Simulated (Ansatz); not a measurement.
# A scaling study of G0W0 on TlAsF6 (R-3)

Aim: time one G0W0 calculation on TlAsF6 (R-3) in larger cells, without symmetry and on fewer threads.

Main program and level: Ansatz 0.2.0; G0W0 on LDA, plane waves, PAW.

## (1) Starting point

The structure is trigonal, space group R-3 (No. 148). Conventional cell: a = 7.441 Å, b = 7.441 Å, c = 7.448 Å, α = 90.00°, β = 90.00°, γ = 120.00°. Tl has 6 F at 2.95 Å nearest. As has 6 F at 1.75 Å nearest. Nearest to F lie 1 As at 1.75 Å. Farther neighbours and most contacts between anions are not listed.

The cell and positions are those that the Materials Project relaxed with its own functionals (PBE, PBE+U or r2SCAN), kept fixed. Spin-orbit coupling is left out unless a step names it. The default PAW set here is soft_2. Its files were made with PBE.

## (2) 8 atoms (1×1×1 cells), 2×2×2 mesh

G0W0 replaces the xc potential by the self-energy, built once from these orbitals. Only a window of levels is corrected, while the sums run over the empty bands that the input names.

The input, input.yaml:

```yaml
crystal:
  lattice:
    - [3.7207238988, 2.1481609445, 2.4827232757]
    - [-3.7207238988, 2.1481609445, 2.4827232757]
    - [0.0, -4.2963218891, 2.4827232757]
  atoms:
    - { symbol: Tl, position: [0.0, 0.0, 0.0] }
    - { symbol: As, position: [0.5, 0.5, 0.5] }
    - { symbol: F, position: [0.6980481, 0.78949823, 0.42303816] }
    - { symbol: F, position: [0.78949823, 0.42303816, 0.6980481] }
    - { symbol: F, position: [0.21050177, 0.57696184, 0.3019519] }
    - { symbol: F, position: [0.42303816, 0.6980481, 0.78949823] }
    - { symbol: F, position: [0.57696184, 0.3019519, 0.21050177] }
    - { symbol: F, position: [0.3019519, 0.21050177, 0.57696184] }
kpoints:
  mp_grid: { grid: [2, 2, 2] }
hamiltonian:
  xc: lda
scf:
  occupations: { method: fixed }
gw:
  n_empty_bands: 125
  ecut_chi: 60.0
  qp_bands: [v1, c1]
  qp_kpoints: band_edges
  screening: { model: contour_deformation }
```

Command:

```
ansatz run input.yaml --threads 16 --pin off --max-ram 36864MiB --backend cpu --events-out ev --progress --plain --runs-dir out
```

Numbers of over 12 decimals in the logs are rounded to 6 here.

The program printed:

```text
Engine: ansatz 0.2.0, aarch64-unknown-linux-gnu
Pseudopotentials: kind: paw
Pseudopotential: Tl, paw, valence charge 13, recommended cutoff 420 eV (normal), Tl.paw.azcp
Pseudopotential: As, paw, valence charge 15, recommended cutoff 420 eV (normal), As.paw.azcp
Pseudopotential: F, paw, valence charge 7, recommended cutoff 420 eV (normal), F.paw.azcp
Functional definition: SPW92
  exchange = slater_x
  correlation = pw_c
Crystal: 8 atoms, lattice volume = 119.062 Å³
Basis set: ecut = 420 eV, 2337 PW (Γ)
Bands: 43, of which v1, the nominal top of the filled ones, is band 35 counted from 1 (34 counted from 0)
Symmetry: 6 space group operations
Space group: R-3 (ITA 148), of the structure as read, at distance tolerance 4.9e-5 Å
k-points: 4 of 8
Non-local potential: Tl, projectors of the file, l = 0: 2, l = 1: 2, l = 2: 2, l = 3: 1
Non-local potential: As, projectors of the file, l = 0: 2, l = 1: 2, l = 2: 3, l = 3: 1
Non-local potential: F, projectors of the file, l = 0: 2, l = 1: 2, l = 2: 1
PAW form: soft (Blöchl's): semilocal exchange-correlation on the pseudo side does not see the compensation charge
PAW frozen core: Tl, regenerated for the run's functional, and the local potential with it (the file was generated under x = pbe(κ = 0.804, μ = 0.219515), c = pbe(β = 0.066725))
PAW frozen core: As, regenerated for the run's functional, and the local potential with it (the file was generated under x = pbe(κ = 0.804, μ = 0.219515), c = pbe(β = 0.066725))
PAW frozen core: F, regenerated for the run's functional, and the local potential with it (the file was generated under x = pbe(κ = 0.804, μ = 0.219515), c = pbe(β = 0.066725))
PAW one-centre angular grid: Tl, 590 points (default); XC on 64 Gauss nodes
PAW one-centre angular grid: As, 590 points (default); XC on 64 Gauss nodes
PAW one-centre angular grid: F, 110 points (default); XC on 64 Gauss nodes
Initial density: superposition of atomic densities (neutral atoms: chi_scale 0, normalization atom), corrected by the library's trained network
Initial wavefunctions: pseudopotential atomic-orbital guess
Functional: x = slater, c = lda
SCF iter   1: F=—  HF=-20682.955644 eV  |F-HF|=—  |Δ(HF+E_count)|=         —  Δρ=1.71e-2  dr2=2.48e-1  ethr=1.77e-3  ⟨swp⟩=4.0  Hψ=598  notcnv=0  defer=22
preconditioner: auto → Resta (q_TF=auto, 2.497 Å⁻¹)  ε∞=3.6  [insulator: Δε(μ)=4.705 eV  Ē_g=16.425 eV  n_scr=24 (ndim 8)  ℏωp=26.4 eV  f_vac=0.163  ε∞_Penn≈3.6]
SCF iter   2: F=—  HF=-20682.880346 eV  |F-HF|=—  |Δ(HF+E_count)|=   7.53e-2  Δρ=3.64e-3  dr2=6.72e-3  ethr=3.55e-4  ⟨swp⟩=2.0  Hψ=280  notcnv=0  defer=23
SCF iter   3: F=—  HF=-20682.878261 eV  |F-HF|=—  |Δ(HF+E_count)|=   2.09e-3  Δρ=1.67e-3  dr2=2.41e-3  ethr=9.60e-6  ⟨swp⟩=2.0  Hψ=305  notcnv=0  defer=23
SCF iter   4: F=—  HF=-20682.877585 eV  |F-HF|=—  |Δ(HF+E_count)|=   6.75e-4  Δρ=3.30e-4  dr2=1.44e-4  ethr=3.44e-6  ⟨swp⟩=3.0  Hψ=305  notcnv=0  defer=23
SCF iter   5: F=—  HF=-20682.877549 eV  |F-HF|=—  |Δ(HF+E_count)|=   3.58e-5  Δρ=1.09e-4  dr2=1.26e-5  ethr=2.06e-7  ⟨swp⟩=2.0  Hψ=286  notcnv=0  defer=16
SCF iter   6: F=—  HF=-20682.877554 eV  |F-HF|=—  |Δ(HF+E_count)|=   4.10e-6  Δρ=2.83e-5  dr2=9.32e-7  ethr=1.80e-8  ⟨swp⟩=2.0  Hψ=296  notcnv=0  defer=16
SCF iter   7: F=-20682.877554 eV  HF=-20682.877554 eV  |F-HF|=1.48e-8  |Δ(HF+E_count)|=   4.03e-7  Δρ=5.25e-6  dr2=3.73e-8  ethr=1.43e-10  ⟨swp⟩=9.0  Hψ=732  notcnv=0
SCF 1 converged in 7 iterations: F = -20682.877554 eV  dr2 = 3.73e-8
[...]
NSCF: frozen V_eff on 4 k-points
G₀W₀ screening: q 1/4
[... further progress lines ...]
NSCF: frozen V_eff on 1 k-points
NSCF: frozen V_eff on 1 k-points
SCF converged after 7 iterations
Free energy (F): -20682.877554 eV
Harris-Foulkes:  -20682.877554 eV  (|F-HF|=1.48e-8)
Internal energy: -20682.877554 eV  (E = F + TS)
E sigma→0 (E₀):  -20682.877554 eV
Fermi energy:    1.869981 eV
--- Per-component energies (eV) ---
  E_band       = -668.477386
  E_kinetic    = 1663.232819
  E_local      = -7652.866725  (includes V_loc(G=0)·N_el)
  E_nonlocal   = 120.295075
  E_hartree    = 3242.626970
  E_xc         = -770.702553
  E_vxc        = -822.030791  (∫ρ·V_xc dr)
  E_paw        = -12754.059729  (= ΣΔE_a)
  E_vpaw       = -462.373756  (= ΣTr[D̂ρ^β])
  E_aug_tail   = 0.012089  (compensation charges beyond the density's cutoff)
  E_ewald      = -4534.028679
  E_core_change = 2.613180  (= ΣΔE_core)
  E_smearing   = -0.000000  (= −TS)
  E_closure    = -0.000000  (closes the sum)
  Σ components = -20682.877554   (vs F -20682.877554, Δ=0.00e0)
--- Band table (eV) ---
  k-point 0: bands = [... 31 lower, 0.4173, 0.6688, 0.6688, 1.1715, 7.2917, 9.2928, 9.8325, 9.8325, ... 4 higher]
  k-point 1: bands = [... 31 lower, 0.5757, 0.8205, 0.9014, 1.8430, 6.5514, 9.0573, 9.9183, 10.1490, ... 4 higher]
  k-point 2: bands = [... 31 lower, 0.5739, 0.8435, 0.9070, 1.8700, 7.3196, 8.5538, 8.8606, 9.9243, ... 4 higher]
  k-point 3: bands = [... 31 lower, 0.7149, 0.8567, 0.8567, 1.8001, 7.2146, 8.9717, 8.9717, 9.5881, ... 4 higher]
--- G₀W₀: contour deformation, 5 samples at zero and on the imaginary axis and 0 off it, 8 q-points, 125 empty bands' worth ---
  eigenvalues of the whole cell's RPA ε∞ on this k-mesh (on a slab, of 1 + 4πα/V) = 2.4524, 2.4524, 2.5337; static W/v taken at q = 0 is 0.403547
  bands read: the sum over 160 bands ends inside a degenerate multiplet in 1 slot, whose members it reads at an even weight; the widest, k=0: bands 160 to 161 (counted from 1) at 1/2 each
  gw.qp_kpoints: band_edges: 4 of 4 stored k-points solved, in 1 pass; an edge of the gap read off the rows below is read off those points alone
  `?` marks the rows in doubt; gw_qp.tsv's column doubts and the gw_qp event give each row's grounds
    ik  band        ε_KS         Σx   Σc(E_QP)       V_xc       Z   E_QP_lin       E_QP  E_QP is
     0    35      1.1715   -28.9899     4.7581   -22.4753  0.7928    -0.6297    -0.5850  root
     0    36      7.2917   -18.0210    -3.1583   -24.0130  0.8248    10.2271    10.1254  root ?
     1    35      1.8430   -23.1761     2.3269   -19.4975  0.8236     0.4722     0.4913  root
     1    36      6.5514   -14.5932    -2.9751   -19.9930  0.8383     9.0372     8.9761  root
     2    35      1.8700   -22.6126     2.1370   -19.1374  0.8259     0.5134     0.5319  root
     2    36      7.3196   -18.3954    -3.1810   -24.5248  0.8218    10.3836    10.2680  root ?
     3    35      1.8001   -21.8941     2.0106   -18.5267  0.8272     0.4241     0.4433  root
     3    36      7.2146   -17.5715    -3.1217   -23.5536  0.8252    10.1774    10.0750  root ?
```

Wall time 1.6 s (16 threads of Arm Neoverse V2, shared host); peak memory 0.58 GiB.

The column dr2 measures how far the density is from self-consistency, as an energy; F and HF (Harris–Foulkes) agree once it is small.

This step gave:

| Quantity | Value |
| --- | --- |
| bands summed | 160 |
| RPA ε∞ on this mesh (eigenvalues) | 2.452, 2.452, 2.534 |
| plane waves in the screening matrix | 129 |
| q-points in the mesh | 8 |
| G0W0 gap on the mesh | 8.444 eV |
| k of the valence top | 0, -0.5, -0.5 |
| k of the conduction bottom | 0, 0, -0.5 |
| starting gap on the mesh | 4.681 eV |
| Z at the valence top | 0.8259 |
| Z at the conduction bottom | 0.8383 |
| least direct G0W0 gap on the computed points | 8.485 eV |

The gap on the mesh goes from 4.68 eV to 8.44 eV, a correction of +3.76 eV. Between the two edge states, bare exchange in place of the xc potential would open the gap by 8.88 eV, and correlation takes back 5.11 eV.

## (3) No symmetry, 2×2×2 mesh

Changes to input.yaml since step 2:

```diff
@@ -14,2 +14,3 @@
     - { symbol: F, position: [0.3019519, 0.21050177, 0.57696184] }
+  symmetry: { detect: false }
 kpoints:
```

The program printed:

```text
[...]
Crystal: 8 atoms, lattice volume = 119.062 Å³
Basis set: ecut = 420 eV, 2337 PW (Γ)
Bands: 43, of which v1, the nominal top of the filled ones, is band 35 counted from 1 (34 counted from 0)
Symmetry: 1 space group operations
k-points: 8
[...]
SCF iter   1: F=—  HF=-20682.955230 eV  |F-HF|=—  |Δ(HF+E_count)|=         —  Δρ=1.71e-2  dr2=2.48e-1  ethr=1.77e-3  ⟨swp⟩=4.2  Hψ=1152  notcnv=0  defer=44
[...]
5    36      7.3196   -18.3954    -3.1810   -24.5248  0.8218    10.3836    10.2680  root ?
     6    35      1.8700   -22.6125     2.1370   -19.1374  0.8259     0.5134     0.5319  root
     6    36      7.3196   -18.3954    -3.1810   -24.5248  0.8218    10.3836    10.2680  root ?
     7    35      1.8001   -21.8941     2.0106   -18.5267  0.8272     0.4241     0.4433  root
     7    36      7.2146   -17.5715    -3.1217   -23.5536  0.8252    10.1774    10.0750  root ?
[key lines of the parts left out:]
SCF converged after 7 iterations
Free energy (F): -20682.877554 eV
Fermi energy:    1.869983 eV
```

Run time: 3 s. Hardware: 16 threads; peak memory 0.85 GiB; 32 s of CPU time.

Numbers from this step:

```
bands summed                                 : 160
RPA ε∞ on this mesh (eigenvalues)            : 2.452, 2.452, 2.534
plane waves in the screening matrix          : 129
G0W0 gap on the mesh                         : 8.444 eV
k of the valence top                         : -0.5, 0, -0.5
k of the conduction bottom                   : 0, 0, -0.5
starting gap on the mesh                     : 4.681 eV
least direct G0W0 gap on the computed points : 8.485 eV
```

Against the run with 2×2×2 mesh, 125 empty bands, screening to 60 eV, the gap moves by +0.000 eV.

## (4) 1 thread, 2×2×2 mesh

Changes to input.yaml since step 3:

```diff
@@ -14,3 +14,2 @@
     - { symbol: F, position: [0.3019519, 0.21050177, 0.57696184] }
-  symmetry: { detect: false }
 kpoints:
```

Command:

```
ansatz run input.yaml --threads 1 --pin off --max-ram 36864MiB --backend cpu --events-out ev --progress --plain --runs-dir out
```

The program printed:

```text
[...]
Crystal: 8 atoms, lattice volume = 119.062 Å³
Basis set: ecut = 420 eV, 2337 PW (Γ)
Bands: 43, of which v1, the nominal top of the filled ones, is band 35 counted from 1 (34 counted from 0)
Symmetry: 6 space group operations
[...]
k-points: 4 of 8
[...]
1    36      6.5514   -14.5932    -2.9751   -19.9930  0.8383     9.0372     8.9761  root
     2    35      1.8700   -22.6126     2.1370   -19.1374  0.8259     0.5134     0.5319  root
     2    36      7.3196   -18.3954    -3.1810   -24.5248  0.8218    10.3836    10.2680  root ?
     3    35      1.8001   -21.8941     2.0106   -18.5267  0.8272     0.4241     0.4433  root
     3    36      7.2146   -17.5715    -3.1217   -23.5536  0.8252    10.1774    10.0750  root ?
[key lines of the parts left out:]
SCF converged after 7 iterations
Free energy (F): -20682.877554 eV
Fermi energy:    1.869981 eV
```

The job ended after 10 s (1 thread; peak memory 0.36 GiB).

Numbers from this step:

```
bands summed                                 : 160
RPA ε∞ on this mesh (eigenvalues)            : 2.452, 2.452, 2.534
plane waves in the screening matrix          : 129
G0W0 gap on the mesh                         : 8.444 eV
k of the valence top                         : 0, -0.5, -0.5
k of the conduction bottom                   : 0, 0, -0.5
starting gap on the mesh                     : 4.681 eV
least direct G0W0 gap on the computed points : 8.485 eV
```

Against the run with 2×2×2 mesh, 125 empty bands, screening to 60 eV, the gap moves by +0.000 eV.

## (5) 2 threads, 2×2×2 mesh

input.yaml is that of step 4.

Command:

```
ansatz run input.yaml --threads 2 --pin off --max-ram 36864MiB --backend cpu --events-out ev --progress --plain --runs-dir out
```

The program printed:

```text
[...]
Crystal: 8 atoms, lattice volume = 119.062 Å³
Basis set: ecut = 420 eV, 2337 PW (Γ)
Bands: 43, of which v1, the nominal top of the filled ones, is band 35 counted from 1 (34 counted from 0)
Symmetry: 6 space group operations
[...]
k-points: 4 of 8
[...]
1    36      6.5514   -14.5932    -2.9751   -19.9930  0.8383     9.0372     8.9761  root
     2    35      1.8700   -22.6126     2.1370   -19.1374  0.8259     0.5134     0.5319  root
     2    36      7.3196   -18.3954    -3.1810   -24.5248  0.8218    10.3836    10.2680  root ?
     3    35      1.8001   -21.8941     2.0106   -18.5267  0.8272     0.4241     0.4433  root
     3    36      7.2146   -17.5715    -3.1217   -23.5536  0.8252    10.1774    10.0750  root ?
[key lines of the parts left out:]
SCF converged after 7 iterations
Free energy (F): -20682.877554 eV
Fermi energy:    1.869981 eV
```

Run time: 5.3 s. Hardware: 2 threads; peak memory 0.43 GiB; 10 s of CPU time.

(Unchanged from step 4.)

Against the run with 2×2×2 mesh, 125 empty bands, screening to 60 eV, the gap moves by +0.000 eV.

## (6) 4 threads, 2×2×2 mesh

input.yaml is that of step 5.

Command:

```
ansatz run input.yaml --threads 4 --pin off --max-ram 36864MiB --backend cpu --events-out ev --progress --plain --runs-dir out
```

The program printed:

```text
[...]
Crystal: 8 atoms, lattice volume = 119.062 Å³
Basis set: ecut = 420 eV, 2337 PW (Γ)
Bands: 43, of which v1, the nominal top of the filled ones, is band 35 counted from 1 (34 counted from 0)
Symmetry: 6 space group operations
[...]
k-points: 4 of 8
[...]
1    36      6.5514   -14.5932    -2.9751   -19.9930  0.8383     9.0372     8.9761  root
     2    35      1.8700   -22.6126     2.1370   -19.1374  0.8259     0.5134     0.5319  root
     2    36      7.3196   -18.3954    -3.1810   -24.5248  0.8218    10.3836    10.2680  root ?
     3    35      1.8001   -21.8941     2.0106   -18.5267  0.8272     0.4241     0.4433  root
     3    36      7.2146   -17.5715    -3.1217   -23.5536  0.8252    10.1774    10.0750  root ?
[key lines of the parts left out:]
SCF converged after 7 iterations
Free energy (F): -20682.877554 eV
Fermi energy:    1.869981 eV
```

It took 3 s on 4 threads; peak memory 0.57 GiB; 11 s of CPU time.

(Unchanged from step 4.)

Against the run with 2×2×2 mesh, 125 empty bands, screening to 60 eV, the gap moves by +0.000 eV.

## (7) 8 threads, 2×2×2 mesh

input.yaml is that of step 6.

Command:

```
ansatz run input.yaml --threads 8 --pin off --max-ram 36864MiB --backend cpu --events-out ev --progress --plain --runs-dir out
```

The program printed:

```text
[...]
Crystal: 8 atoms, lattice volume = 119.062 Å³
Basis set: ecut = 420 eV, 2337 PW (Γ)
Bands: 43, of which v1, the nominal top of the filled ones, is band 35 counted from 1 (34 counted from 0)
Symmetry: 6 space group operations
[...]
k-points: 4 of 8
[...]
1    36      6.5514   -14.5932    -2.9751   -19.9930  0.8383     9.0372     8.9761  root
     2    35      1.8700   -22.6126     2.1370   -19.1374  0.8259     0.5134     0.5319  root
     2    36      7.3196   -18.3954    -3.1810   -24.5248  0.8218    10.3836    10.2680  root ?
     3    35      1.8001   -21.8941     2.0106   -18.5267  0.8272     0.4241     0.4433  root
     3    36      7.2146   -17.5715    -3.1217   -23.5536  0.8252    10.1774    10.0750  root ?
[key lines of the parts left out:]
SCF converged after 7 iterations
Free energy (F): -20682.877554 eV
Fermi energy:    1.869981 eV
```

Elapsed: 2.1 s, on 8 threads; peak memory 0.58 GiB; 12 s of CPU time.

(Unchanged from step 4.)

Against the run with 2×2×2 mesh, 125 empty bands, screening to 60 eV, the gap moves by +0.000 eV.

## (8) 16 atoms (2×1×1 cells), 1×2×2 mesh

The input, input.yaml:

```yaml
crystal:
  lattice:
    - [7.4414477976, 4.296321889, 4.9654465514]
    - [-3.7207238988, 2.1481609445, 2.4827232757]
    - [0.0, -4.2963218891, 2.4827232757]
  atoms:
    - { symbol: Tl, position: [0.0, 0.0, 0.0] }
    - { symbol: As, position: [0.25, 0.5, 0.5] }
    - { symbol: F, position: [0.34902405, 0.78949823, 0.42303816] }
    - { symbol: F, position: [0.394749115, 0.42303816, 0.6980481] }
    - { symbol: F, position: [0.105250885, 0.57696184, 0.3019519] }
    - { symbol: F, position: [0.21151908, 0.6980481, 0.78949823] }
    - { symbol: F, position: [0.28848092, 0.3019519, 0.21050177] }
    - { symbol: F, position: [0.15097595, 0.21050177, 0.57696184] }
    - { symbol: Tl, position: [0.5, 0.0, 0.0] }
    - { symbol: As, position: [0.75, 0.5, 0.5] }
    - { symbol: F, position: [0.84902405, 0.78949823, 0.42303816] }
    - { symbol: F, position: [0.894749115, 0.42303816, 0.6980481] }
    - { symbol: F, position: [0.605250885, 0.57696184, 0.3019519] }
    - { symbol: F, position: [0.71151908, 0.6980481, 0.78949823] }
    - { symbol: F, position: [0.78848092, 0.3019519, 0.21050177] }
    - { symbol: F, position: [0.65097595, 0.21050177, 0.57696184] }
kpoints:
  mp_grid: { grid: [1, 2, 2] }
hamiltonian:
  xc: lda
scf:
  occupations: { method: fixed }
gw:
  n_empty_bands: 250
  ecut_chi: 60.0
  qp_bands: [v1, c1]
  qp_kpoints: band_edges
  screening: { model: contour_deformation }
```

Command:

```
ansatz run input.yaml --threads 16 --pin off --max-ram 36864MiB --backend cpu --events-out ev --progress --plain --runs-dir out
```

The program printed:

```text
[...]
Crystal: 16 atoms, lattice volume = 238.124 Å³
Basis set: ecut = 420 eV, 4695 PW (Γ)
Bands: 86, of which v1, the nominal top of the filled ones, is band 70 counted from 1 (69 counted from 0)
Symmetry: 4 space group operations
[...]
k-points: 4
[...]
1    70      1.8700   -22.6125     2.1380   -19.1374  0.8259     0.5144     0.5328  root
     1    71      6.5514   -14.5932    -2.9751   -19.9931  0.8383     9.0373     8.9761  root
     2    70      1.8700   -22.6126     2.1380   -19.1374  0.8259     0.5144     0.5329  root
     2    71      6.5514   -14.5932    -2.9751   -19.9930  0.8383     9.0373     8.9762  root
     3    70      1.8700   -22.6125     2.1380   -19.1374  0.8259     0.5145     0.5329  root
     3    71      7.2146   -17.5715    -3.1218   -23.5536  0.8252    10.1774    10.0750  root ?
[key lines of the parts left out:]
SCF converged after 7 iterations
Free energy (F): -41365.755108 eV
Fermi energy:    1.869984 eV
```

Run time: 6.4 s. Hardware: 16 threads; peak memory 1.5 GiB.

This step gave:

```
bands summed                                 : 320
RPA ε∞ on this mesh (eigenvalues)            : 2.452, 2.452, 2.534
plane waves in the screening matrix          : 251
G0W0 gap on the mesh                         : 8.443 eV
k of the valence top                         : 0, -0.5, -0.5
k of the conduction bottom                   : 0, 0, -0.5
starting gap on the mesh                     : 4.681 eV
least direct G0W0 gap on the computed points : 8.443 eV
```

The gap on the mesh goes from 4.68 eV to 8.44 eV, a correction of +3.76 eV. Between the two edge states, bare exchange in place of the xc potential would open the gap by 8.88 eV, and correlation takes back 5.11 eV.

(Continued in part 2 of 2.)

[Paths, hosts, dates, memory and timing lines, banners, echoed tables and standing remarks are left out of the program output.]

[Logs are printed without paths, hosts, clocks, repeated set-up lines and the standing remarks that a program may print on its own settings, such as how far it seeks lower states.]

[Runs of the session that timed out or met a known fault of the program may be left out.]

[Cells called generated may have been cut or substituted from an entry of the Crystallography Open Database or the Materials Project.]

[Hosts, paths, dates, database ids (printed as entryN), source tags and the programs' standing remarks are cut or masked in the printed files.]
